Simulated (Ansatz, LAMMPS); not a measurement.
# Relaxing a frame of liquid (Cs,K,Li)F from 1680 K (82 atoms), part 3 of 3

Aim: bring a frame of liquid (Cs,K,Li)F from 1680 K (82 atoms) to a nearby minimum of the energy and see what moves.

Ansatz 0.2.0; Kohn-Sham DFT, RPBE, PAW (set soft_2), plane waves.

The cell: 15 Cs, 8 K, 18 Li and 41 F. The network of bonds at the start is that of the classical potential that made the cell. The ion parameters were fitted for water, not for melts. Only the Γ point is sampled, in a cell whose shortest periodic width is 13 Å. Spin–orbit coupling is left out.

So far, density (g/cm³): step 5 (structure statistics after relaxation) 2.70.

## Step 6: Single point at the relaxed geometry

One more single point at the end of the walk gives the fuller output and checks the residual forces.

Contents of input.yaml:

```yaml
crystal:
  lattice:
    - [13.37334, 0.07209, 0.2209]
    - [0.07209, 12.20743, -0.75459]
    - [0.2209, -0.75459, 12.14615]
  atoms:
    - { symbol: Cs, position: [0.37368, 0.46657, 0.26392] }
    - { symbol: Cs, position: [0.85727, 0.11447, 0.70432] }
    - { symbol: Cs, position: [0.72708, 0.31191, 0.97874] }
    - { symbol: Cs, position: [0.93921, 0.18964, 0.28307] }
    - { symbol: Cs, position: [0.27755, 0.06015, 0.2525] }
    - { symbol: Cs, position: [0.76734, 0.49049, 0.64385] }
    - { symbol: Cs, position: [0.62071, 0.64234, 0.40448] }
    - { symbol: Cs, position: [0.23255, 0.16838, 0.58341] }
    - { symbol: Cs, position: [0.38197, 0.61238, 0.60538] }
    - { symbol: Cs, position: [0.00024, 0.80223, 0.6833] }
    - { symbol: Cs, position: [0.07588, 0.87756, 0.06202] }
    - { symbol: Cs, position: [0.29951, 0.21541, 0.91183] }
    - { symbol: Cs, position: [0.25777, 0.58114, 0.94051] }
    - { symbol: Cs, position: [0.53083, 0.2309, 0.47587] }
    - { symbol: Cs, position: [0.18222, 0.75632, 0.37791] }
    - { symbol: K, position: [0.56333, 0.56658, 0.86937] }
    - { symbol: K, position: [0.8991, 0.81937, 0.29302] }
    - { symbol: K, position: [0.98222, 0.51418, 0.15732] }
    - { symbol: K, position: [0.66983, 0.9419, 0.18393] }
    - { symbol: K, position: [0.99186, 0.53338, 0.82784] }
    - { symbol: K, position: [0.75816, 0.84062, 0.87965] }
    - { symbol: K, position: [0.4356, 0.76943, 0.16547] }
    - { symbol: K, position: [0.54832, 0.05066, 0.70214] }
    - { symbol: Li, position: [0.8579, 0.05295, 0.02573] }
    - { symbol: Li, position: [0.57936, 0.05279, 0.96697] }
    - { symbol: Li, position: [0.02853, 0.1035, 0.92194] }
    - { symbol: Li, position: [0.61113, 0.9385, 0.4501] }
    - { symbol: Li, position: [0.77692, 0.91406, 0.5261] }
    - { symbol: Li, position: [0.61089, 0.80435, 0.67303] }
    - { symbol: Li, position: [0.12579, 0.52031, 0.61482] }
    - { symbol: Li, position: [0.50527, 0.3027, 0.81102] }
    - { symbol: Li, position: [0.13833, 0.37143, 0.36311] }
    - { symbol: Li, position: [0.67921, 0.6168, 0.1214] }
    - { symbol: Li, position: [0.0677, 0.27018, 0.05704] }
    - { symbol: Li, position: [0.01217, 0.53601, 0.4529] }
    - { symbol: Li, position: [0.4258, 0.87582, 0.44345] }
    - { symbol: Li, position: [0.83183, 0.64495, 0.00835] }
    - { symbol: Li, position: [0.05606, 0.30104, 0.79245] }
    - { symbol: Li, position: [0.00992, 0.01977, 0.45508] }
    - { symbol: Li, position: [0.48707, 0.8549, 0.92782] }
    - { symbol: Li, position: [0.00827, 0.31792, 0.58003] }
    - { symbol: F, position: [0.68568, 0.05204, 0.53366] }
    - { symbol: F, position: [0.51122, 0.44433, 0.43012] }
    - { symbol: F, position: [0.43224, 0.72488, 0.93705] }
    - { symbol: F, position: [0.5718, 0.89159, 0.81987] }
    - { symbol: F, position: [0.08275, 0.36975, 0.94211] }
    - { symbol: F, position: [0.97381, 0.63085, 0.35175] }
    - { symbol: F, position: [0.13169, 0.12282, 0.03104] }
    - { symbol: F, position: [0.98606, 0.57431, 0.60737] }
    - { symbol: F, position: [0.59024, 0.65291, 0.66986] }
    - { symbol: F, position: [0.42221, 0.41295, 0.89568] }
    - { symbol: F, position: [0.53168, 0.86766, 0.55614] }
    - { symbol: F, position: [0.40466, 0.72287, 0.38482] }
    - { symbol: F, position: [0.91865, 0.92972, 0.51003] }
    - { symbol: F, position: [0.93894, 0.9776, 0.89871] }
    - { symbol: F, position: [0.08165, 0.15047, 0.79158] }
    - { symbol: F, position: [0.86519, 0.98576, 0.15638] }
    - { symbol: F, position: [0.16392, 0.51914, 0.45481] }
    - { symbol: F, position: [0.72495, 0.74502, 0.07644] }
    - { symbol: F, position: [0.92703, 0.33478, 0.72429] }
    - { symbol: F, position: [0.71628, 0.05607, 0.99544] }
    - { symbol: F, position: [0.24119, 0.74224, 0.14708] }
    - { symbol: F, position: [0.5153, 0.95786, 0.34575] }
    - { symbol: F, position: [0.17466, 0.63048, 0.72389] }
    - { symbol: F, position: [0.7892, 0.52651, 0.09583] }
    - { symbol: F, position: [0.43167, 0.22046, 0.692] }
    - { symbol: F, position: [0.63069, 0.36029, 0.77577] }
    - { symbol: F, position: [0.74889, 0.8516, 0.65707] }
    - { symbol: F, position: [0.53134, 0.17217, 0.90478] }
    - { symbol: F, position: [0.12043, 0.377, 0.67041] }
    - { symbol: F, position: [0.30534, 0.95505, 0.46459] }
    - { symbol: F, position: [0.9694, 0.66837, 0.02409] }
    - { symbol: F, position: [0.80453, 0.62127, 0.85755] }
    - { symbol: F, position: [0.0102, 0.16068, 0.52241] }
    - { symbol: F, position: [0.25469, 0.2799, 0.36355] }
    - { symbol: F, position: [0.50093, 0.96097, 0.04821] }
    - { symbol: F, position: [0.09056, 0.3459, 0.20169] }
    - { symbol: F, position: [0.72304, 0.85444, 0.38716] }
    - { symbol: F, position: [0.00028, 0.37834, 0.44171] }
    - { symbol: F, position: [0.92965, 0.19493, 0.02546] }
    - { symbol: F, position: [0.0677, 0.96854, 0.32136] }
    - { symbol: F, position: [0.55396, 0.58895, 0.15933] }
kpoints:
  mp_grid: { grid: [1, 1, 1] }
hamiltonian:
  xc: rpbe
scf:
  occupations: { method: gaussian, width: 0.025 }
output:
  forces: true
  stress: true
  populations: intrinsic
  dos:
    method: { smearing: { sigma: 0.1 } }
    de: 0.1
    projected: { site_lists: { Cs: [Cs], F: [F], K: [K], Li: [Li] } }
  eigenvalues: true
  write_density: true
  write_potential: true
  volumetric_format: npy
  elf: true
```

On the command line:

```bash
ansatz run input.yaml --threads 4 --pin off --max-ram 8192MiB --backend cpu --events-out ev --progress --plain --runs-dir out
```

Numbers of over 12 decimals in the logs are rounded to 6 here.

What it wrote:

```text
[...]
Crystal: 82 atoms, lattice volume = 1974.611 Å³
Basis set: ecut = 420 eV, 38651 PW (Γ), exchange–correlation on 180×180×180 points (8 copies of the dense FFT grid, shifted against one another)
Bands: 356, of which v1, the nominal top of the filled ones, is band 274 counted from 1 (273 counted from 0)
Symmetry: 1 space group operations
[...]
k-points: 1
[...]
SCF iter   1: F=—  HF=-134578.494696 eV  |F-HF|=—  |Δ(HF+E_count)|=         —  Δρ=3.79e-3  dr2=2.95e-1  ethr=1.77e-3  ⟨swp⟩=6.0  Hψ=1542  notcnv=0  defer=65
[...]
SCF iter   9: F=-134578.429040 eV  HF=-134578.429040 eV  |F-HF|=2.95e-8  |Δ(HF+E_count)|=   1.41e-7  Δρ=9.71e-7  dr2=1.96e-8  ethr=1.82e-11  ⟨swp⟩=19.0  Hψ=2894  notcnv=0
SCF 1 converged in 9 iterations: F = -134578.429040 eV  dr2 = 1.96e-8
[...]
WARN: The input density's exchange-correlation potential varies sharply where the density is thin. Do not read a vacuum level from v_tot or v_xc, or from such a field of the output density. On a cell that repeats whose density bears no net charge and no dipole along the vacuum's axis use v_es (v_loc + v_h of the components); [...]
SCF converged after 9 iterations
Free energy (F): -134578.429040 eV
[...]
Internal energy: -134578.429040 eV  (E = F + TS)
E sigma→0 (E₀):  -134578.429040 eV
Fermi energy:    2.490150 eV
[...]
--- Forces (eV/Å), atoms counted from 1 ---
  atom   1  Cs    -0.00837634     0.00234835    -0.00377145
  atom   2  Cs     0.00198147    -0.00561821    -0.00949547
  atom   3  Cs    -0.00071394    -0.01600535     0.00844927
  atom   4  Cs     0.00601906    -0.00459798     0.00854070
  atom   5  Cs     0.00564172    -0.00829049     0.00477359
  atom   6  Cs     0.02368197    -0.00669429    -0.00316028
  atom   7  Cs     0.00866331     0.00954494    -0.00877998
  atom   8  Cs    -0.00784254     0.00399994    -0.01464994
  atom   9  Cs    -0.01255547    -0.00371866    -0.00896028
  atom  10  Cs    -0.00332209     0.01261558    -0.00731037
  atom  11  Cs     0.00040448     0.00193463     0.00647369
  atom  12  Cs     0.00637467    -0.00308454    -0.00233036
  atom  13  Cs    -0.00309786    -0.00442268     0.00009999
  atom  14  Cs     0.00543793    -0.02041028     0.01797945
[...]
atom  81  F      0.00079306     0.00217296    -0.00570282
  atom  82  F     -0.00071183    -0.00167896     0.00363557
  max |Σ_I F_I| component: 1.76e-4 eV/Å
--- Stress (GPa, compression-positive) ---
       -0.027358      -0.001658       0.005966
       -0.001654       0.003325      -0.027562
        0.005967      -0.027560       0.017460
  P = ⅓ Tr σ = -0.0022 GPa (-0.022 kbar)
--- Band table (eV) ---
[...]
--- intrinsic populations: 82 sites ---
  site symbol       q [e]
     0     Cs      8.0729
     1     Cs      8.0498
     2     Cs      8.0544
[...]
81      F      7.8646
  spilling = 0.000000 (of n_electrons = 548.000000)
```

It took 28 s on 4 threads of Arm Neoverse V2, shared host; peak memory 2.4 GiB.

The program notes that the exchange-correlation potential is rough where the density is thin.

The run gave:

```yaml
free_energy: -134578.4290 eV
free_energy_per_atom: -1641.2004 eV/atom
scf_cycles: 9
pressure: -0.002191 GPa
r_m_s_force_component: 0.00739 eV/Å
longest_force: 0.02774 eV/Å
fermi_energy: 2.49 eV
spacing_of_highest_filled_and_lowest_empty_level: 4.514 eV
```

Intrinsic-atomic-orbital charges by element:

```
element  coordination  atoms  mean charge (e)  spread   least    most
     Cs           all     15            0.939  0.0105   0.921   0.961
      F           all     41           -0.858  0.0157  -0.909  -0.832
      K           all      8            0.851   0.011   0.836   0.868
     Li           all     18            0.792  0.0127   0.779   0.830
```

States in the cell by windows of 1 eV, zero at the Fermi level; the larger projections on atomic orbitals stand beside the total:

```
from (eV)  to (eV)  total    F p  Cs p   K p
      -18      -14    0.0    0.0   0.0   0.0
      -14      -13    6.2    0.0   0.0   6.1
      -13      -12   41.8    0.2   0.0  41.4
      -12       -9    0.0    0.0   0.0   0.0
       -9       -8   47.3    0.9  45.9   0.0
       -8       -7   42.7    1.0  41.3   0.0
       -7       -5    0.0    0.0   0.0   0.0
       -5       -4    5.8    5.5   0.0   0.0
       -4       -3  121.8  117.0   0.7   0.1
       -3       -2  118.4  114.9   1.2   0.1
       -2        2    0.0    0.0   0.0   0.0
        2        3    4.0    0.1   0.0   0.0
        3        4   10.2    0.3   0.1   0.0
        4        5   29.3    0.7   0.2   0.0
```

Between -26 and -18 eV lie 112 more states.

About 52 of the 548 electrons lie in deeper levels, below the stored range.

The levels nearest the highest filled one (over half full), pooled over k-points and spins:

```
level less the highest filled one (eV)  occupation
                                -0.138           2
                                -0.108           2
                               -0.0946           2
                               -0.0798           2
                               -0.0421           2
                                     0           2
                                  4.51           0
                                  5.09           0
                                  5.44           0
                                  5.89           0
                                  6.06           0
                                  6.08           0
```

Electrostatic potential energy in the bc plane at fractional x = 0.000, with atoms of Cs and K and Li and F within 0.2 Å of it. With pseudopotentials it is smooth inside the atoms' cores, unlike the true potential.

Ten even steps from '0' (-33 eV) to '9' (7 eV), each cell a mean:
```
9987789999999999999999889999888999
9863379999999999988899999999999999
9875689999999998743368999999999999
9998999999889997300037899999999999
9999999998789987200048899888889999
9999999998889998644588998754457899
9999999999999999988999987322225899
9999999999999999999999985233325899
9999999998768999995116986322237899
9999999986214899992006998655678999
9999511786226899997569999888899999
7688100698888899987789999999999998
1158757999971039841379999999999985
2368999999940038732489999999999985
7889998899985689987874499999999998
9999876678999999999930189999999999
9998643357999999999985799998899999
9998632358999999988999999998899999
9998765678999998644689999998999999
9999888899999986100278999999889999
9999999999999985000379999999887889
9999999998899987434789999998765688
9999999998899999888998438998655688
9999999999999999999996017998777789
```
Columns run along b (12.2 Å; values clipped at the 3rd and 97th percentile), rows up along c (12.2 Å). Atoms in or near the plane, at fractional coordinates: Cs at (0.80, 0.68), K at (0.53, 0.83), Li at (0.54, 0.45), Li at (0.02, 0.46), Li at (0.32, 0.58), F at (0.57, 0.61), F at (0.16, 0.52), F at (0.38, 0.44).

Valence density in the bc plane at fractional x = 0.000, with atoms of Cs and K and Li and F within 0.2 Å of it. It is the smooth field of the valence electrons, not physical close to the nuclei.

Values in units of 1e0 e/Å³, 13 rows by 16 columns, each cell a mean:
```
0.1 0.6 0.3 0.1 0.0 0.1 0.1 0.0 0.1 0.1 0.5 0.2 0.0 0.1 0.1 0.2
0.2 0.4 0.1 0.0 0.0 0.0 0.1 0.4 2.1 1.2 0.1 0.0 0.0 0.0 0.1 0.4
0.0 0.1 0.1 0.1 0.1 0.1 0.1 0.8 3.2 1.4 0.1 0.0 0.2 0.2 0.1 0.1
0.0 0.0 0.1 0.0 0.1 0.2 0.1 0.1 0.2 0.1 0.1 0.4 0.8 0.9 0.4 0.0
0.0 0.0 0.1 0.0 0.1 0.4 0.0 0.0 1.0 3.7 0.4 0.5 0.8 0.8 0.3 0.0
0.0 0.2 2.9 1.2 1.1 2.9 0.1 0.1 1.3 3.6 0.3 0.1 0.3 0.2 0.1 0.1
2.1 0.6 4.8 1.5 0.1 1.2 2.7 0.3 1.6 0.5 0.0 0.0 0.0 0.0 0.1 0.2
1.7 0.1 0.1 0.1 0.1 2.8 5.0 0.3 1.6 0.7 0.8 0.1 0.0 0.0 0.0 0.2
0.1 0.1 0.4 0.5 0.2 0.1 0.1 0.0 0.1 1.6 3.3 0.3 0.0 0.0 0.1 0.3
0.1 0.1 0.7 0.8 0.2 0.1 0.0 0.1 0.2 0.2 0.2 0.0 0.0 0.0 0.1 0.1
0.0 0.0 0.2 0.2 0.1 0.1 0.1 1.3 3.0 0.7 0.0 0.0 0.0 0.0 0.1 0.0
0.0 0.0 0.0 0.1 0.0 0.0 0.1 1.0 1.9 0.4 0.2 0.2 0.1 0.3 0.4 0.1
0.0 0.0 0.2 0.2 0.1 0.0 0.0 0.0 0.1 0.2 2.6 1.4 0.1 0.3 0.4 0.1
```
Columns run along b (12.2 Å), rows up along c (12.2 Å). Atoms in or near the plane, at fractional coordinates: Cs at (0.80, 0.68), K at (0.53, 0.83), Li at (0.54, 0.45), Li at (0.02, 0.46), Li at (0.32, 0.58), F at (0.57, 0.61), F at (0.16, 0.52), F at (0.38, 0.44).

Mean intrinsic-atomic-orbital charges: Cs +0.94, F -0.86, K +0.85, Li +0.79 e.

The surroundings of K17, one of the 8 K atoms, nearest first, numbered as they follow in the input and with coordinates relative to it.

```
atom      x      y      z  distance (Å)  bonds  intrinsic-atomic-orbital charge (e)
 K17   0.00   0.00   0.00          0.00      5                                 0.85
 F78  -2.33   0.34   1.08          2.59      5                                -0.85
 F47   1.00  -2.34   0.87          2.69      4                                -0.86
 F57  -0.47   2.13  -1.79          2.83      5                                -0.87
 F54   0.32   1.18   2.56          2.84      5                                -0.85
 F81   2.27   1.81   0.27          2.92      6                                -0.87
Li28  -1.58   0.97   2.73          3.30      4                                 0.79
Li39   1.53   2.33   1.84          3.34      3                                 0.79
 F59  -2.38  -0.76  -2.61          3.62      4                                -0.84
 F72   0.87  -1.64  -3.14          3.64      4                                -0.86
Cs11   2.32   0.90  -2.81          3.75      6                                 0.94
 K19  -3.08   1.56  -1.47          3.75      6                                 0.87
Li37  -0.98  -1.92  -3.34          3.97      4                                 0.80
 K18   1.06  -3.62  -1.40          4.02      5                                 0.87
Cs15   3.80  -0.81   1.14          4.05      6                                 0.93
```

The column of bonds counts only the pairs F-Li within 2.33 Å, F-Cs within 3.52 Å, F-K within 3.43 Å; other neighbours, such as metal atoms beside each other in a compound, aren't counted, and periodic images can show an atom twice.

## Step 7: With scf.algorithm = "direct_min" and scf.eigensolver.kind = "davidson"

Changed here: scf.algorithm = "direct_min" and scf.eigensolver.kind = "davidson".

Contents of input.yaml:

```yaml
crystal:
  lattice:
    - [13.341, 0.0, 0.0]
    - [0.0, 13.341, 0.0]
    - [0.0, 0.0, 13.341]
  atoms:
    [... the 82 atom lines of step 3 ...]
kpoints:
  mp_grid: { grid: [1, 1, 1] }
hamiltonian:
  xc: rpbe
scf:
  occupations: { method: gaussian, width: 0.025 }
  eigensolver: { kind: davidson }
  algorithm: direct_min
output:
  forces: true
  stress: true
  populations: true
  dos:
    method: { smearing: { sigma: 0.1 } }
    de: 0.1
    projected: { site_lists: { Cs: [Cs], F: [F], K: [K], Li: [Li] } }
  eigenvalues: true
```

What it wrote:

```text
[...]
Crystal: 82 atoms, lattice volume = 2374.462 Å³
Basis set: ecut = 420 eV, 46297 PW (Γ), exchange–correlation on 180×180×180 points (8 copies of the dense FFT grid, shifted against one another)
Bands: 356, of which v1, the nominal top of the filled ones, is band 274 counted from 1 (273 counted from 0)
Symmetry: 1 space group operations
[...]
k-points: 1
[...]
SCF iter   1: F=—  HF=-134561.125381 eV  |F-HF|=—  |Δ(HF+E_count)|=         —  Δρ=3.52e-3  dr2=3.60e-1  ethr=1.77e-3  ⟨swp⟩=18.0  Hψ=2124  notcnv=0
[...]
SCF iter   3: F=—  HF=-134561.103193 eV  |F-HF|=—  |Δ(HF+E_count)|=   7.18e-2  Δρ=1.16e-3  dr2=2.04e-2  ethr=2.41e-6  ⟨swp⟩=8.0  Hψ=1943  notcnv=0  defer=8
eigensolver tolerance schedule calibrated: the retry pair's looser diagonalisation under-reported the residual by θ = 0.35 (0.27/decade); ethr = c·dr2/N_el runs at the constant in force after the calibration composes with the one it found (an armed cap, an earlier calibration), c = 1.4e-2
SCF iter   4: F=—  HF=-134561.097617 eV  |F-HF|=—  |Δ(HF+E_count)|=   5.58e-3  Δρ=1.37e-4  dr2=4.53e-4  ethr=5.29e-7  ⟨swp⟩=6.0  Hψ=847  notcnv=0  defer=6
[...]
SCF iter   8: F=-134561.097460 eV  HF=-134561.097460 eV  |F-HF|=7.39e-9  |Δ(HF+E_count)|=   4.49e-8  Δρ=6.58e-7  dr2=8.45e-9  ethr=4.11e-12  ⟨swp⟩=5.0  Hψ=858  notcnv=0  defer=3
SCF 1 converged in 8 iterations: F = -134561.097460 eV  dr2 = 8.45e-9
  Residual-converged pass: ⟨swp⟩=2.0  Hψ=630  notcnv=0  max |occ|·‖R‖ = 5.2e-6 eV (tolerance 6.7e-6 eV)  dr2=8.69e-9  dr2_onsite=4.24e-10  max |Δocc| = 0.0e0
[...]
SCF converged after 8 iterations
Stability not checked: this state was not tested for a lower state beside it, because a direct minimisation reached the state, and no test of it is asked (direct_minimisation; see scf.lower_state_search)
Free energy (F): -134561.097460 eV
[...]
Internal energy: -134561.097460 eV  (E = F + TS)
E sigma→0 (E₀):  -134561.097460 eV
Fermi energy:    1.970499 eV
[...]
--- Forces (eV/Å), atoms counted from 1 ---
  atom   1  Cs     0.04989319    -0.12691251     0.01681912
  atom   2  Cs     0.05666598    -0.33689592    -0.30667811
  atom   3  Cs     0.25519536     0.19532286     0.04996002
  atom   4  Cs     0.33915031    -0.00921608    -0.10697458
  atom   5  Cs    -0.50621711     0.16470781    -0.02744922
  atom   6  Cs    -0.80399336    -0.55254889     0.45752979
  atom   7  Cs    -1.01870476    -0.17085325    -0.62636134
  atom   8  Cs     0.19186747    -0.32206763    -0.67971350
  atom   9  Cs     0.59486545     0.14658378    -0.45876581
  atom  10  Cs     0.76482208     0.80837806     0.22263108
  atom  11  Cs    -0.12206527    -0.17480014     0.37150254
  atom  12  Cs     0.46990325    -0.00552579     0.26568968
  atom  13  Cs     0.15908975     0.42673908     0.20235432
  atom  14  Cs     0.34427046     0.12610806     0.30635573
[...]
atom  81  F     -0.88554853     1.09832416    -0.16753069
  atom  82  F      0.20215793    -0.41851881    -0.51788858
  max |Σ_I F_I| component: 1.20e-4 eV/Å
--- Stress (GPa, compression-positive) ---
       -0.646654       0.230032       0.360793
        0.230032      -1.864652      -0.276822
        0.360792      -0.276821      -2.167450
  P = ⅓ Tr σ = -1.5596 GPa (-15.596 kbar)
--- Band table (eV) ---
[...]
--- Löwdin populations: 82 sites ---
  site symbol       q [e]
     0     Cs      8.0453
     1     Cs      8.0583
     2     Cs      8.0473
[...]
81      F      7.7898
  spilling = 0.006326 (of n_electrons = 548.000000)
```

Elapsed: 2.3 min, on 4 threads; peak memory 3 GiB.

Geometry and reference: those of the single point at the start.

Forces differ from those of the single point at the start by 0.007 meV/Å r.m.s., 0.0017 % of their size. It took 3.7 times the reference's time, which goes against the count of work (plane waves, k-points, bands and cycles) (shared host, so rough).

## Step 8: Results

- energy change in the relaxation: -211.4 meV/atom
- r.m.s. displacement: 1.326 Å
- largest displacement: 2.642 Å
- free energy per atom: -1641.2004 eV/atom
- pressure: -0.002191 GPa
- r.m.s. force component: 0.00739 eV/Å
- gap (highest filled to lowest empty level): 4.514 eV
- wall time of the 4 DFT runs: 22 min

Relaxation lowers the energy by 211 meV/atom and moves atoms by 1.3 Å r.m.s.; the r.m.s. force component goes from 0.44 to 0.0074 eV/Å, the pressure goes from -1.6 to -0.0022 GPa, and the gap from 2.82 to 4.51 eV. Displacements are taken in the final cell, so they leave out its strain. The cell shrank by 16.8 % in volume. From the first step to the last the energy fell by 17.332 eV, across changes of basis, and the largest move was 2.64 Å (F42). The F-Li bonds change most in mean length: from 2.061 Å (spread 0.116) to 1.934 Å (spread 0.078), and their number from 50 to 68. Between filled and empty levels lie 4.51 eV (at Γ alone); a semilocal functional tends to put such gaps too low. In a disordered cell it changes from sample to sample and from frame to frame.

Caveats: The starting topology of bonds comes from the classical model; in DFT atoms moved by 1.3 Å r.m.s.

[Logs are printed without paths, hosts, clocks, repeated set-up lines and the standing remarks that a program may print on its own settings, such as how far it seeks lower states.]

[Hosts, paths, dates, database ids (printed as entryN), source tags and the programs' standing remarks are cut or masked in the printed files.]
